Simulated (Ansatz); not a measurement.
# A hypothetical structure for Nb4C2N, part 2 of 2

This structure for Nb4C2N is made up. Its elements were placed in a known structure type with a cell scaled to their sizes. What cell does the guess relax to, and how far off was it?

Ansatz 0.2.0; DFT, r2SCAN, plane-wave PAW, files of the set soft_1, scalar-relativistic, no spin, cell and ions relaxed at zero pressure; PAW set soft_1 (the session's first sound run).

So far: Set-up; Relaxation of the guess.

## Step 2: Relaxation of the guess (continued)

Shortest distances by pair of elements, guess and relaxed (not always the same contact):

```csv
pair,guess (Å),relaxed (Å)
N–Nb,2.207,2.125
C–Nb,2.207,2.205
Nb–Nb,3.102,3.071
C–N,3.124,3.127
C–C,3.120,3.136
```

The relaxation ends with a largest force component of 8.4e-5 eV/Å and a pressure of 0.00 GPa.

## Step 3: Electronic structure of the relaxed cell

A second self-consistent run takes a narrower smearing and the mesh shown in its input; the bands follow along the standard path of the relaxed lattice.

This step: DFT, r2SCAN, plane-wave PAW, files of the set soft_1, scalar-relativistic, no spin, bands and density of states at the relaxed cell; PAW set soft_1 (Ansatz 0.2.0).

Contents of input.yaml:

```yaml
crystal:
  lattice:
    - [-2.2175820727, 2.2175820727, 4.4092136245]
    - [2.2175820727, -2.2175820727, 4.4092136245]
    - [2.2175820727, 2.2175820727, -4.4092136245]
  atoms:
    - { symbol: Nb, position: [0.5, 0.0, 0.5] }
    - { symbol: Nb, position: [0.2409586129, 0.2409586129, 0.0] }
    - { symbol: Nb, position: [0.7590413871, 0.7590413871, 0.0] }
    - { symbol: Nb, position: [0.0, 0.5, 0.5] }
    - { symbol: "N", position: [0.0, 0.0, 0.0] }
    - { symbol: C, position: [0.75, 0.25, 0.5] }
    - { symbol: C, position: [0.25, 0.75, 0.5] }
kpoints:
  mp_grid: { grid: [10, 10, 10] }
  band_path:
    path:
      - [[0.0, 0.0, 0.0], [0.0, 0.0, 0.5], [-0.12647571, 0.12647571, 0.5], [-0.31323786, 0.31323786, 0.31323786], [0.0, 0.0, 0.0], [0.5, 0.5, -0.5], [0.31323786, 0.68676214, -0.31323786], [0.0, 0.5, 0.0], [0.25, 0.25, 0.25], [0.5, 0.5, -0.12647571], [0.5, 0.5, -0.5]]
      - [[0.0, 0.0, 0.5], [0.25, 0.25, 0.25]]
    npoints: 7
scf:
  occupations: { method: fermi_dirac, width: 0.03 }
  n_extra_bands: 11
hamiltonian:
  xc: r2scan
  pseudopotentials: { kind: paw, azcp: { folder: soft_1 } }
output:
  forces: true
  stress: true
  write_bands: true
  dos: { projected: true }
  write_density: true
  write_potential: true
  elf: true
  volumetric_format: npy
```

The run is started by

```
ansatz run input.yaml --threads 4 --pin off --max-ram 10240MiB --backend cpu --events-out ev --progress --plain --runs-dir out
```

Numbers of over 12 decimals in the logs are rounded to 6 here.

The program printed:

```text
[...]
Crystal: 7 atoms, lattice volume = 86.732 Å³
Basis set: ecut = 500 eV, 2165 PW (Γ), exchange–correlation on 160×160×160 points (64 copies of the dense FFT grid, shifted against one another)
Bands: 44, of which v1, the nominal top of the filled ones, is band 33 counted from 1 (32 counted from 0)
Symmetry: 16 space group operations
[...]
k-points: 102 of 1000
[...]
SCF iter   1: F=—  HF=-19153.767543 eV  |F-HF|=—  |Δ(HF+E_count)|=         —  Δρ=1.32e-1  dr2=2.39e1  dr2_τ=1.86e0  ethr=3.10e-3  ⟨swp⟩=6.0  Hψ=17253  notcnv=0  defer=25
[...]
SCF iter  10: F=-19148.118352 eV  HF=-19148.118352 eV  |F-HF|=5.65e-9  |Δ(HF+E_count)|=   4.03e-8  Δρ=3.50e-6  dr2=8.90e-9  dr2_τ=1.13e-9  ethr=1.54e-10  ⟨swp⟩=15.3  Hψ=28396  notcnv=0
SCF 1 converged in 10 iterations: F = -19148.118352 eV  dr2 = 8.90e-9
[...]
NSCF: frozen V_eff on 79 k-points
SCF converged after 10 iterations
Free energy (F): -19148.118352 eV
[...]
Internal energy: -19148.109852 eV  (E = F + TS)
E sigma→0 (E₀):  -19148.114102 eV
Entropy (-TS):   -0.008500 eV (-1.214 meV/atom)
Fermi energy:    18.222687 eV
[...]
--- Forces (eV/Å), atoms counted from 1 ---
  atom   1  Nb     0.00000000     0.00000000    -0.00000000
  atom   2  Nb     0.00000000    -0.00000000    -0.00343090
  atom   3  Nb     0.00000000    -0.00000000     0.00343090
  atom   4  Nb     0.00000000     0.00000000    -0.00000000
  atom   5  N     -0.00000000     0.00000000    -0.00000000
  atom   6  C      0.00000000    -0.00000000     0.00000000
  atom   7  C     -0.00000000    -0.00000000     0.00000000
  max |Σ_I F_I| component: 6.94e-18 eV/Å
--- Stress (GPa, compression-positive) ---
       -0.026595      -0.000000       0.000000
       -0.000000      -0.026595       0.000000
       -0.000000      -0.000000       0.013980
  P = ⅓ Tr σ = -0.0131 GPa (-0.131 kbar)
--- Band table (eV; the first three rows and the last of 102) ---
  k-point 0: bands = [... 29 lower, 17.2084, 17.2429, 17.2429, 17.4567, 18.3973, 18.3973, 19.0389, 19.2383, ... 7 higher]
  k-point 1: bands = [... 29 lower, 16.8509, 17.2374, 17.3098, 17.7450, 18.0616, 18.2919, 19.8501, 20.0938, ... 7 higher]
  k-point 2: bands = [... 29 lower, 16.6125, 17.1312, 17.6101, 18.0924, 18.2741, 18.7938, 19.8046, 20.2646, ... 7 higher]
  k-point 101: bands = [... 29 lower, 15.8396, 16.1953, 16.1953, 16.9760, 19.5949, 19.9059, 19.9059, 20.2532, ... 7 higher]
```

Run time: 23 s. Hardware: 4 threads of Arm Neoverse V1, shared host; peak memory 0.87 GiB; 92 s of CPU time.

Numbers from this step:

```
free energy             : -19148.1184 eV
energy at zero smearing : -19148.1141 eV
smearing term TS        : 0.008500 eV
pressure                : -0.01307 GPa
```

bands.tsv at the labelled points (eV, zero at the Fermi level; the bands that come nearest the Fermi level along the path):

| point | band 29 | band 30 | band 31 | band 32 | band 33 | band 34 | band 35 | band 36 |
| --- | --- | --- | --- | --- | --- | --- | --- | --- |
| Γ | -1.01 | -1.01 | -0.98 | -0.98 | -0.77 | 0.17 | 0.17 | 0.82 |
| X | -1.83 | -1.25 | -1.01 | -0.92 | 1.13 | 1.38 | 2.17 | 2.43 |
| Y | -2.20 | -1.80 | -0.86 | -0.62 | 0.71 | 1.16 | 1.72 | 2.34 |
| S | -3.24 | -2.76 | -0.75 | -0.41 | 0.54 | 0.54 | 1.15 | 2.02 |
| Γ | -1.01 | -1.01 | -0.98 | -0.98 | -0.77 | 0.17 | 0.17 | 0.82 |
| Z | -2.75 | -2.38 | -2.03 | -2.03 | -1.25 | 1.37 | 1.68 | 1.68 |
| S1 | -3.24 | -2.76 | -0.75 | -0.41 | 0.54 | 0.54 | 1.15 | 2.02 |
| N | -2.49 | -2.17 | -0.67 | -0.22 | 0.16 | 0.28 | 1.55 | 1.90 |
| P | -1.55 | -1.12 | -1.12 | -1.00 | 1.78 | 1.78 | 1.98 | 2.22 |
| Y1 | -2.20 | -1.80 | -0.86 | -0.62 | 0.71 | 1.16 | 1.72 | 2.34 |
| Z | -2.75 | -2.38 | -2.03 | -2.03 | -1.25 | 1.37 | 1.68 | 1.68 |
| X | -1.83 | -1.25 | -1.01 | -0.92 | 1.13 | 1.38 | 2.17 | 2.43 |
| P | -1.55 | -1.12 | -1.12 | -1.00 | 1.78 | 1.78 | 1.98 | 2.22 |

States per cell as run, both spins, in windows of 1 eV, from dos.tsv (zero at the Fermi level):

```csv
from,to,total
-8,-7,1.57
-7,-6,3.42
-6,-5,4.88
-5,-4,5.56
-4,-3,2.69
-3,-2,2.66
-2,-1,2.83
-1,0,3.35
0,1,2.93
1,2,4.18
2,3,6.22
```

Below -8 eV lie 38.0 more states.

Valence density in the ac plane of the conventional cell at fractional y = 0.000, with atoms of Nb and N and C within 0.2 Å of it. It is the smooth field of the valence electrons, not physical close to the nuclei.

Ten even steps from '_' (0.1 e/Å³) to '@' (5.0 e/Å³), each cell a mean:
```
**==..__..**@@@@%%--__..::++
::..______::++++==..____..::
..__________....__________..
==::________......______..--
@@##::____..::::::..__..++%%
@@@@==....::--::::..__::##@@
@@##--____::----::..__..++@@
==::..____....::..______..--
______________..____________
__________..::::..__________
________..==##%%**::________
________::##@@@@@@==________
________..**@@@@%%--________
__________::++++--..________
____________....____________
....________....__________..
##++..____..::::::..____--**
@@@@==....::--::::..__::**@@
@@@@==....::----::..__::**@@
##++..____....::..______--**
::..__________..__________..
....______..::::..________..
==--..__..==##%%**::____::==
**++::__::##@@@@@@==__..--**
```
Columns run along a (4.4 Å), rows up along c (8.8 Å), edges of the conventional cell, whose origin can differ from the input's. Atoms in or near the plane, at fractional coordinates: Nb at (0.50, 0.50), Nb at (0.00, 0.24), Nb at (0.00, 0.76), Nb at (0.50, 0.00), N at (0.00, 0.00), C at (0.50, 0.75), C at (0.50, 0.25).

Electrostatic potential energy in the ac plane of the conventional cell at fractional y = 0.000, with atoms of Nb and N and C within 0.2 Å of it. With pseudopotentials it is smooth inside the atoms' cores, unlike the true potential.

Values in eV, 24 rows by 14 columns, each cell a mean:
```
-33 -17   9  12  -5 -33 -51 -54 -44 -19   6  13  -4 -28
 -3   7  16  15   7 -11 -26 -30 -20  -2  12  16  13   0
  7  10  14  16  14  10   3   2   6  12  15  15  12   8
-20 -11   4  14  16  15  11   9  13  16  16  10  -4 -16
-49 -38 -14   8  14   6 -14 -20  -4  13  13  -1 -27 -45
-56 -50 -24   4  12 -10 -40 -48 -27   5  11  -9 -38 -56
-51 -40 -16   7  13  -4 -31 -38 -19   9  12  -3 -29 -48
-23 -14   3  14  17  13   1  -3   7  16  16   9  -6 -20
  7  10  15  17  17  15  11  10  13  16  17  16  13   8
 18  19  19  17  12   2  -9 -12  -4   8  15  18  19  18
 21  21  20  15   2 -22 -40 -44 -33 -10  10  18  21  21
 21  21  20  13  -7 -37 -55 -56 -49 -22   6  17  21  21
 21  21  20  14  -4 -32 -51 -54 -44 -18   7  18  21  21
 21  20  20  16   7 -11 -26 -30 -20  -1  13  18  20  21
 15  16  17  18  15  10   3   2   6  13  17  18  17  15
 -5   1  10  16  17  15  11   9  13  17  17  14   6  -3
-38 -27  -6  11  15   6 -14 -20  -4  13  14   4 -17 -34
-55 -47 -22   5  12 -10 -40 -48 -27   5  11  -7 -36 -54
-55 -47 -21   5  13  -4 -31 -38 -19   8  11  -7 -35 -54
-37 -26  -6  11  16  13   1  -3   7  15  14   4 -17 -33
 -5   1  10  15  16  14  11  10  13  15  16  13   6  -3
  8  12  16  16  12   2  -9 -12  -4   7  14  16  14  10
-19  -4  13  13   1 -22 -40 -44 -33 -10   9  15   6 -13
-40 -24   5  11  -8 -37 -55 -56 -49 -23   4  12  -9 -35
```
Columns run along a (4.4 Å; values clipped at the 3rd and 97th percentile), rows up along c (8.8 Å), edges of the conventional cell, whose origin can differ from the input's. Atoms in or near the plane, at fractional coordinates: Nb at (0.50, 0.50), Nb at (0.00, 0.24), Nb at (0.00, 0.76), Nb at (0.50, 0.00), N at (0.00, 0.00), C at (0.50, 0.75), C at (0.50, 0.25).

ELF in the ac plane of the conventional cell at fractional y = 0.000, with atoms of Nb and N and C within 0.2 Å of it. It is the smooth field of the valence electrons, not physical close to the nuclei.

Ten even steps from '0' (0.12) to '9' (0.78), each cell a mean:
```
48923975860696
88611588730488
33101233210123
65214677762036
68616976983388
17726820693494
69616942793387
76216888973147
11123344432111
12320245311232
44313788851244
44215941783134
44314865872244
33311578631243
11221133211211
43114677653124
88416976983278
28727820693495
38726942793495
88415988982168
42102444431013
65410355410256
79812788850598
17923941871693
```
Columns run along a (4.4 Å), rows up along c (8.8 Å), edges of the conventional cell, whose origin can differ from the input's. Atoms in or near the plane, at fractional coordinates: Nb at (0.50, 0.50), Nb at (0.00, 0.24), Nb at (0.00, 0.76), Nb at (0.50, 0.00), N at (0.00, 0.00), C at (0.50, 0.75), C at (0.50, 0.25).

## Step 4: What came out

```
space group, relaxed : I4/mmm
conventional cell    : a = 4.435, b = 4.435, c = 8.818 Å; α = 90.0°, β = 90.0°, γ = 90.0°
volume per atom      : 12.39 Å³ (guess 12.31)
```

In words: Nb4C2N relaxes to I4/mmm with a = 4.435, b = 4.435 and c = 8.818 Å. The guessed volume was near the relaxed one. The space group I4/mmm was held in the relaxation, so the end point is a stationary structure within it and may be a saddle against distortions or other arrangements. Bands cross the Fermi level, so it is a metal or semimetal at this level. The electron count is odd, which forces that without spin polarisation or a larger cell. On the 10×10×10 mesh with the narrower smearing (relaxed on 9×9×9) the largest force component is 0.003 eV/Å and the largest stress component is 0.027 GPa, within the relaxation's thresholds of 0.015 eV/Å and 0.05 GPa. The cutoff wasn't tested. No dispersion term is used, so weakly bound directions may come out too long. The runs have no spin, and magnetism wasn't tested. Nothing here tests whether the compound is stable against decomposition.

[Logs are printed without paths, hosts, clocks, repeated set-up lines and the standing remarks that a program may print on its own settings, such as how far it seeks lower states.]

[Hosts, paths, dates, database ids (printed as entryN), source tags and the programs' standing remarks are cut or masked in the printed files.]
